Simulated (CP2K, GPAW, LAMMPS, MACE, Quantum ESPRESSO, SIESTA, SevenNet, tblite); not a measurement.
**Glassy B2O3 (90 atoms) in CP2K**

Aim: run glassy B2O3 (90 atoms) in CP2K and see how near its forces come to a plane-wave reference, and at what cost.

Program: CP2K 2026.2. Level of theory: the method is named at each step. Results are calculated unless marked as measured.

## Step 1: The starting structure

The cell holds 90 atoms: 36 B and 54 O. Cell: a = 10.120 Å, b = 10.120 Å, c = 10.120 Å, α = 90.0°, β = 90.0°, γ = 90.0°. 90 atoms (36 B, 54 O) placed at random at 1.93 g/cm³, melted at 3000 K for 20 ps at fixed volume with the Buckingham and Coulomb pair potential of Guillot and Sator (Geochim. Cosmochim. Acta 71, 1249 (2007)) with the boron terms of Wang et al. (J. Non-Cryst. Solids 498, 294 (2018)). Quenched from 3000 K to 300 K at 50 K/ps and fixed volume, held 10 ps at zero pressure, then minimised at fixed cell.

The yardstick, on the same geometry:

```
method                                           : Kohn-Sham DFT, PBE, SSSP efficiency 1.3.0 pseudopotentials, plane waves (Quantum ESPRESSO 7.5); sssp-pbe-1.3.0-efficiency, cutoffs 60/480 Ry, Γ point
r.m.s. force component                           : 0.7075 eV/Å
longest force                                    : 3.16 eV/Å
pressure                                         : -10.14 GPa
gap (highest filled to lowest empty level) : 4.663 eV
time                                             : 72 s on 4 MPI ranks of Arm Neoverse V2, shared host
CPU time                                         : 4.8 min
```

## Step 2: PBE, DZVP-UZH, 600/50 Ry, diagonalisation

Method: Kohn-Sham DFT, PBE, GTH-PBE pseudopotentials, Gaussian and plane waves, DZVP-MOLOPT (UZH set), diagonalisation.

File input.inp:

```
&GLOBAL
  PROJECT cell
  RUN_TYPE ENERGY_FORCE
  PRINT_LEVEL LOW
&END GLOBAL
&FORCE_EVAL
  METHOD QS
  STRESS_TENSOR ANALYTICAL
  &DFT
    BASIS_SET_FILE_NAME BASIS_MOLOPT_UZH
    POTENTIAL_FILE_NAME POTENTIAL_UZH
    &MGRID
      CUTOFF 600
      REL_CUTOFF 50
      NGRIDS 5
    &END MGRID
    &QS
      EPS_DEFAULT 1.0E-12
    &END QS
    &SCF
      SCF_GUESS ATOMIC
      EPS_SCF 5.0E-06
      MAX_SCF 200
      ADDED_MOS 14
      &DIAGONALIZATION
        ALGORITHM STANDARD
      &END DIAGONALIZATION
      &SMEAR ON
        METHOD FERMI_DIRAC
        ELECTRONIC_TEMPERATURE [K] 580
      &END SMEAR
      &MIXING
        METHOD BROYDEN_MIXING
        ALPHA 0.3
        NBROYDEN 12
      &END MIXING
      &PRINT
        &RESTART OFF
        &END RESTART
      &END PRINT
    &END SCF
    &XC
      &XC_FUNCTIONAL PBE
      &END XC_FUNCTIONAL
    &END XC
    &PRINT
      &MULLIKEN ON
      &END MULLIKEN
      &HIRSHFELD ON
        SHAPE_FUNCTION DENSITY
      &END HIRSHFELD
      &MO ON
        EIGENVALUES T
        OCCUPATION_NUMBERS T
        MO_INDEX_RANGE 205 228
        &EACH
          QS_SCF 0
        &END EACH
        ADD_LAST NUMERIC
      &END MO
    &END PRINT
  &END DFT
  &SUBSYS
    &CELL
      A 10.11952 0.00000 0.00000
      B 0.00000 10.11952 0.00000
      C 0.00000 0.00000 10.11952
    &END CELL
    &COORD
      B 8.82786 9.71555 2.01905
      B 9.64957 8.51720 4.34927
      B 3.03545 3.21882 4.76518
      B 7.80893 1.53118 8.55970
      B 7.37571 2.25190 2.73247
      B 5.88238 8.14267 6.05744
      B 3.95248 1.82769 8.79487
      B 9.71595 6.04581 3.35189
      B 3.83034 4.90068 1.32181
      B 0.25663 0.56487 10.03755
      B 9.58905 7.41214 8.63053
      B 6.96334 3.32467 0.38009
      B 2.70383 5.95827 4.49195
      B 4.05439 6.27097 9.15989
      B 9.89092 2.95955 2.04020
      B 7.21309 6.24243 4.65660
      B 5.60723 2.73784 6.87379
      B 9.51670 1.97361 6.44472
      B 2.00903 1.95772 6.98490
      B 7.56414 9.15725 7.92237
      B 0.00729 3.28803 9.67821
      B 6.65207 5.63232 9.21069
      B 6.12008 5.99116 2.31191
      B 0.43666 7.16604 1.05739
      B 2.12631 9.21018 8.64703
      B 7.31166 4.91637 6.85638
      B 2.47807 2.80968 2.40581
      B 3.40846 7.12283 6.74901
      B 5.71065 1.13308 4.61369
      B 0.39375 5.11926 7.60512
      B 4.31982 9.73356 10.04119
      B 9.93970 4.14020 5.15144
      B 3.55893 9.68256 4.07675
      B 2.55781 7.79082 2.47351
      B 1.59119 9.24317 5.94714
      B 6.40920 8.56152 1.32212
      O 1.09787 2.61367 2.32182
      O 4.25910 1.00669 9.87645
      O 6.36326 3.90087 6.77229
      O 7.46355 0.18832 8.70825
      O 4.95148 2.48829 8.08145
      O 2.62723 6.71359 5.66410
      O 7.48591 2.50944 9.49029
      O 2.58200 9.73751 5.08243
      O 8.48026 1.83609 7.36762
      O 0.69845 1.53796 6.73940
      O 5.53669 1.83892 5.81245
      O 9.87908 7.41123 9.99626
      O 3.01541 4.60428 4.57898
      O 7.53287 9.30965 1.67761
      O 6.68880 2.79967 1.63916
      O 9.97845 4.80495 3.92951
      O 6.97579 5.70751 3.38721
      O 3.31728 6.51161 8.00150
      O 6.50220 7.38442 5.05490
      O 8.76765 2.39984 2.64949
[... 30 atom lines left out ...]
      O 1.07743 9.79620 9.35428
      O 2.58665 6.63324 3.27478
      O 5.45746 6.34271 9.07164
      O 7.50089 5.52101 8.10098
    &END COORD
    &KIND B
      BASIS_SET DZVP-MOLOPT-PBE-GTH-q3
      POTENTIAL GTH-PBE-q3
    &END KIND
    &KIND O
      BASIS_SET DZVP-MOLOPT-PBE-GTH-q6
      POTENTIAL GTH-PBE-q6
    &END KIND
  &END SUBSYS
  &PRINT
    &FORCES ON
    &END FORCES
    &STRESS_TENSOR ON
    &END STRESS_TENSOR
  &END PRINT
&END FORCE_EVAL
```

Started as:

```
$ OMP_NUM_THREADS=1 mpirun -np 4 cp2k.psmp -i input.inp > output.txt
```

Numbers of over 12 decimals in the logs are rounded to 6 here.

The program printed:

```text
CP2K| version string:                                       CP2K version 2026.2
 CP2K| Input file name                                                 input.inp
 GLOBAL| Basis set file name                                    BASIS_MOLOPT_UZH
 GLOBAL| Potential file name                                       POTENTIAL_UZH
 GLOBAL| Run type                                                   ENERGY_FORCE
 GLOBAL| Total number of message passing processes                             4
 GLOBAL| Number of threads for this process                                    1
 TOTAL NUMBERS AND MAXIMUM NUMBERS
  Total number of            - Atomic kinds:                                   2
                             - Atoms:                                         90
                             - Shell sets:                                    90
                             - Shells:                                       450
                             - Primitive Cartesian functions:                450
                             - Cartesian basis functions:                   1260
                             - Spherical basis functions:                   1170
  Maximum angular momentum of- Orbital basis functions:                        2
                             - Local part of the GTH pseudopotential:          2
                             - Non-local part of the GTH pseudopotential:      0
 SCF PARAMETERS         Density guess:                                    ATOMIC
                        max_scf:                                             200
                        eps_scf:                                        5.00E-06
                        added MOs                                        14    0
                        Mixing method:                            BROYDEN_MIXING
                                                charge density mixing in g-space
                        Smear method:                                FERMI_DIRAC
                        Electronic temperature [K]:                        580.0
                        Electronic temperature [a.u.]:                  1.84E-03
                        Accuracy threshold:                             1.00E-10
 Extrapolation method: initial_guess
 Number of electrons:                                                        432
 Number of occupied orbitals:                                                216
 Number of molecular orbitals:                                               230
 Number of orbital functions:                                               1170
 Number of independent orbital functions:                                   1170
 SCF WAVEFUNCTION OPTIMIZATION
  Step     Update method      Time    Convergence         Total energy    Change
     1 NoMix/Diag. 0.30E+00    2.5     1.17435060      -970.3657714056 -9.70E+02
     2 Broy./Diag. 0.30E+00    3.2     0.12091459      -891.2528520678  7.91E+01
     3 Broy./Diag. 0.30E+00    3.2     0.04883084      -952.4651962857 -6.12E+01
     4 Broy./Diag. 0.30E+00    3.2     0.03364852      -970.0930411152 -1.76E+01
[...]
13 Broy./Diag. 0.30E+00    3.3     0.00001553      -971.0687907015  8.24E-04
    14 Broy./Diag. 0.30E+00    3.3     0.00000423      -971.0686455857  1.45E-04
  *** SCF run converged in    14 steps ***
  Electronic density on regular grids:       -432.0000000000        0.0000000000
  Core density on regular grids:              431.9999999997       -0.0000000003
  Total charge density on r-space grids:       -0.0000000003
  Total charge density g-space grids:          -0.0000000003
  Overlap energy of the core charge distribution:               3.91077e-05
  Self energy of the core charge distribution:              -2461.208548
  Core Hamiltonian energy:                                    720.079946
  Hartree energy:                                             999.895167
  Exchange-correlation energy:                               -229.835249
  Electronic entropic energy:                                  -0.000000
  Fermi energy:                                                 0.132557
  Total energy:                                              -971.068646
  Total energy (extrapolated to T->0):                       -971.068646
 MO| EIGENVALUES AND OCCUPATION NUMBERS
 MO|
 MO|  Index      Eigenvalue [a.u.]        Eigenvalue [eV]             Occupation
 MO|    205              -0.003690              -0.100416               2.000000
 MO|    206              -0.003416              -0.092960               2.000000
 MO|    207              -0.001421              -0.038675               2.000000
[...]
MO|    227               0.234162               6.371877               0.000000
 MO|    228               0.235661               6.412649               0.000000
 MO| Sum:                                                             432.000000
 MO| E(Fermi):            0.132557 a.u.          3.607072 eV
 MO| Band gap:            0.169684 a.u.          4.617341 eV
 !-----------------------------------------------------------------------------!
                     Mulliken Population Analysis
 #  Atom  Element  Kind  Atomic population                           Net charge
       1     B        1          2.640669                              0.359331
       2     B        1          2.584716                              0.415284
       3     B        1          2.605485                              0.394515
[...]
89     O        2          6.272091                             -0.272091
      90     O        2          6.327233                             -0.327233
 # Total charge                            432.000000                 -0.000000
 !-----------------------------------------------------------------------------!
 !-----------------------------------------------------------------------------!
                           Hirshfeld Charges
  #Atom  Element  Kind  Ref Charge     Population                    Net charge
      1       B      1       3.000          2.687                         0.313
      2       B      1       3.000          2.666                         0.334
      3       B      1       3.000          2.683                         0.317
[...]
89       O      2       6.000          6.222                        -0.222
     90       O      2       6.000          6.209                        -0.209
  Total Charge                                                           -0.000
 !-----------------------------------------------------------------------------!
 ENERGY| Total FORCE_EVAL ( QS ) energy [hartree]           -971.068711
 FORCES| Atomic forces [hartree/bohr]
 FORCES|   Atom     x               y               z               |f|
 FORCES|      1  1.17968236E-04 -3.02473223E-02 -1.00045153E-02   3.18591392E-02
 FORCES|      2  2.45178052E-02 -2.65661414E-03 -3.43512378E-02   4.22869709E-02
 FORCES|      3 -3.71269068E-02  7.06190795E-03 -4.54330429E-03   3.80646735E-02
[...]
FORCES|     89  1.97365995E-02  6.90512262E-03 -7.03396629E-03   2.20610689E-02
 FORCES|     90  5.66474806E-03  8.66524752E-03 -2.73418867E-03   1.07075521E-02
 FORCES| Sum    -1.68297519E-02  2.58724690E-03 -5.12160947E-03
 FORCES| Total atomic force                                       1.77810370E-02
 STRESS| Analytical stress tensor [bar]
 STRESS|                        x                   y                   z
 STRESS|      x       -7.48385957942E+04  -1.52920274236E+04  -8.39009567954E+03
 STRESS|      y       -1.52920274236E+04  -6.70665703070E+04   1.91658297955E+04
 STRESS|      z       -8.39009567954E+03   1.91658297955E+04  -1.07166750319E+05
 STRESS| 1/3 Trace                                            -8.30239721401E+04
```

Run time: 55 s. Hardware: 4 MPI ranks of Arm Neoverse V2, shared host; peak memory 3.7 GiB.

Banners, paths, timers and routine set-up lines are dropped from the logs unmarked, and long logs keep their key lines alone; longer cuts are marked.

Compared with the plane-wave run:

```
r.m.s. force component                           : 0.7419 eV/Å
r.m.s. difference of force components            : 90.84 meV/Å
longest difference of force vectors              : 324.1 meV/Å
force difference over r.m.s. force               : 12.84 %
slope of forces against the reference's          : 1.042
correlation of force components                  : 0.9933
gap (highest filled to lowest empty level) : 4.617 eV
gap difference                                   : -0.0456 eV
pressure                                         : -8.302 GPa
pressure difference                              : 1.835 GPa
```

Length of the force difference by element (eV/Å):

```tsv
element	atoms	mean	most
B	36	0.054	0.083
O	54	0.18	0.32
```

Levels nearest the highest filled one (eV from it): -0.69, -0.68, -0.63, -0.50, -0.45, -0.39, -0.38, -0.36, -0.28, -0.24, -0.18, 0.00, 4.62, 4.72, 4.90, 5.06, 5.08, 5.19, 5.36, 5.47, 5.53, 5.64, 5.78, 5.82.

A closer look about O78, picked at random: 13 atoms, nearest first, numbered in the order of the input, with positions taken from that point.

```tsv
atom	x	y	z	distance (Å)	bonds	Hirshfeld charge (e)	Fx	Fy	Fz (eV/Å)
O78	0.00	0.00	0.00	0.00	2	-0.22	0.51	-0.49	-0.81
B10	0.11	-1.33	0.44	1.40	3	0.31	0.00	0.35	0.23
B21	-0.14	1.40	0.08	1.41	3	0.31	0.19	-0.39	1.10
O83	-0.55	1.80	1.37	2.33	2	-0.23	0.10	0.61	-0.25
O69	-0.62	-1.73	1.57	2.41	2	-0.20	-0.07	-0.31	0.25
O87	0.93	-2.21	-0.24	2.41	2	-0.21	-0.06	-0.18	0.15
O64	0.14	2.26	-0.97	2.47	2	-0.21	0.04	-0.48	0.51
B4	-2.46	-0.36	-1.03	2.69	3	0.30	0.13	-0.53	-0.03
B15	-0.37	1.07	2.57	2.81	3	0.31	-0.15	-0.44	-1.74
O43	-2.78	0.62	-0.10	2.85	2	-0.21	0.01	-0.50	-0.60
O45	-1.79	-0.05	-2.23	2.85	2	-0.21	0.40	0.06	-0.86
O79	2.55	-0.16	-1.42	2.93	2	-0.20	-0.83	-0.13	0.28
O46	0.55	-0.35	-2.85	2.93	2	-0.21	0.20	-0.43	0.70
```

Forces lie 13 % from the reference's, at 0.76 times its CPU time.

The difference per atom is largest on O (0.18 eV/Å on average, against 0.054 on B). The forces add up to 0.91 eV/Å instead of zero, usually a sign of too coarse a grid.

## Step 3: PBE, DZVP-MOLOPT-SR, 600/50 Ry, TRS4 filter 1e-03, SCF 1e-04

Method: Kohn-Sham DFT, PBE, GTH-PBE pseudopotentials, Gaussian and plane waves, DZVP-MOLOPT-SR-GTH, linear-scaling purification of the density matrix.

File input.inp:

```
&GLOBAL
  PROJECT cell
  RUN_TYPE ENERGY_FORCE
  PRINT_LEVEL LOW
&END GLOBAL
&FORCE_EVAL
  METHOD QS
  STRESS_TENSOR ANALYTICAL
  &DFT
    BASIS_SET_FILE_NAME BASIS_MOLOPT
    POTENTIAL_FILE_NAME GTH_POTENTIALS
    &MGRID
      CUTOFF 600
      REL_CUTOFF 50
      NGRIDS 5
    &END MGRID
    &QS
      EPS_DEFAULT 1.0E-10
      LS_SCF T
    &END QS
    &LS_SCF
      PURIFICATION_METHOD TRS4
      EPS_FILTER 1.0E-03
      EPS_SCF 1.0E-04
      MAX_SCF 60
      S_PRECONDITIONER ATOMIC
      MIXING_FRACTION 0.45
      REPORT_ALL_SPARSITIES F
    &END LS_SCF
    &XC
      &XC_FUNCTIONAL PBE
      &END XC_FUNCTIONAL
    &END XC
    &PRINT
      &MULLIKEN ON
      &END MULLIKEN
    &END PRINT
  &END DFT
  &SUBSYS
    &CELL
      A 10.11952 0.00000 0.00000
      B 0.00000 10.11952 0.00000
      C 0.00000 0.00000 10.11952
    &END CELL
    &TOPOLOGY
      COORD_FILE_NAME structure.xyz
      COORD_FILE_FORMAT XYZ
    &END TOPOLOGY
    &KIND B
      BASIS_SET DZVP-MOLOPT-SR-GTH-q3
      POTENTIAL GTH-PBE-q3
    &END KIND
    &KIND O
      BASIS_SET DZVP-MOLOPT-SR-GTH-q6
      POTENTIAL GTH-PBE-q6
    &END KIND
  &END SUBSYS
  &PRINT
    &FORCES ON
    &END FORCES
    &STRESS_TENSOR ON
    &END STRESS_TENSOR
  &END PRINT
&END FORCE_EVAL
```

File structure.xyz:

```xyz
90

B 8.82786 9.71555 2.01905
B 9.64957 8.51720 4.34927
B 3.03545 3.21882 4.76518
B 7.80893 1.53118 8.55970
B 7.37571 2.25190 2.73247
B 5.88238 8.14267 6.05744
B 3.95248 1.82769 8.79487
B 9.71595 6.04581 3.35189
B 3.83034 4.90068 1.32181
B 0.25663 0.56487 10.03755
B 9.58905 7.41214 8.63053
B 6.96334 3.32467 0.38009
B 2.70383 5.95827 4.49195
B 4.05439 6.27097 9.15989
B 9.89092 2.95955 2.04020
B 7.21309 6.24243 4.65660
B 5.60723 2.73784 6.87379
B 9.51670 1.97361 6.44472
B 2.00903 1.95772 6.98490
B 7.56414 9.15725 7.92237
[... 66 atom lines left out ...]
O 1.07743 9.79620 9.35428
O 2.58665 6.63324 3.27478
O 5.45746 6.34271 9.07164
O 7.50089 5.52101 8.10098
```

The program printed:

```text
CP2K| version string:                                       CP2K version 2026.2
 CP2K| Input file name                                                 input.inp
 GLOBAL| Basis set file name                                        BASIS_MOLOPT
 GLOBAL| Potential file name                                      GTH_POTENTIALS
 GLOBAL| Run type                                                   ENERGY_FORCE
 GLOBAL| Total number of message passing processes                             4
 GLOBAL| Number of threads for this process                                    1
[... lines left out ...]
 Re-scaling the density matrix to get the right number of electrons
[... lines left out ...]
 SCF run converged in     3 steps.
[... lines left out ...]
      90     O        2          6.239487                             -0.239487
 # Total charge                            432.270802                 -0.270802
 !-----------------------------------------------------------------------------!
 ENERGY| Total FORCE_EVAL ( QS ) energy [hartree]           -970.946797
 FORCES| Atomic forces [hartree/bohr]
 FORCES|   Atom     x               y               z               |f|
 FORCES|      1  6.11032375E-04 -2.52844369E-02 -9.28200932E-03   2.69412659E-02
 FORCES|      2  1.98843811E-02 -1.31826234E-02 -3.03463016E-02   3.86014014E-02
 FORCES|      3 -3.25940284E-02  9.97724962E-03 -7.66570472E-03   3.49382201E-02
[...]
FORCES|     89  1.60392554E-02  7.85845287E-03 -6.14853600E-03   1.88896133E-02
 FORCES|     90  6.10118776E-03  7.53339347E-03 -4.98158224E-03   1.08992051E-02
 FORCES| Sum    -1.64998605E-02  2.52613023E-03 -5.08048596E-03
 FORCES| Total atomic force                                       1.74481537E-02
 STRESS| Analytical stress tensor [bar]
 STRESS|                        x                   y                   z
 STRESS|      x       -5.56077719900E+04  -1.19444452151E+04  -7.73423422200E+03
 STRESS|      y       -1.19444452151E+04  -5.38723851248E+04   1.51716005186E+04
 STRESS|      z       -7.73423422200E+03   1.51716005186E+04  -8.52211498377E+04
 STRESS| 1/3 Trace                                            -6.49004356508E+04
```

Elapsed: 17 s, on 4 MPI ranks; peak memory 2.3 GiB; 68 s of CPU time.

Compared with the plane-wave run:

| Item | Value |
| --- | --- |
| r.m.s. force component | 0.6698 eV/Å |
| r.m.s. difference of force components | 160.7 meV/Å |
| longest difference of force vectors | 628.2 meV/Å |
| force difference over r.m.s. force | 22.71 % |
| slope of forces against the reference's | 0.9223 |
| correlation of force components | 0.9743 |
| pressure | -6.49 GPa |
| pressure difference | 3.648 GPa |
| energy less the same-level run's | 43.72 meV/atom |
| r.m.s. force difference from the same-level run | 135.6 meV/Å |

This is a coarse setting, run to see what it loses.

Against the first run (13 %), the force difference from the reference is 23 %, at 0.31 times the CPU time (3 SCF steps against 14).

The forces add up to 0.90 eV/Å instead of zero, usually a sign of too coarse a grid.

[end of part 1 of 2]

[Also dropped from logs without a mark: logging warnings of Python, and SIESTA's first energy breakdown and zero terms.]

[Logs are printed without paths, hosts, clocks, repeated set-up lines and the standing remarks that a program may print on its own settings, such as how far it seeks lower states.]

[Hosts, paths, dates, database ids (printed as entryN), source tags and the programs' standing remarks are cut or masked in the printed files.]
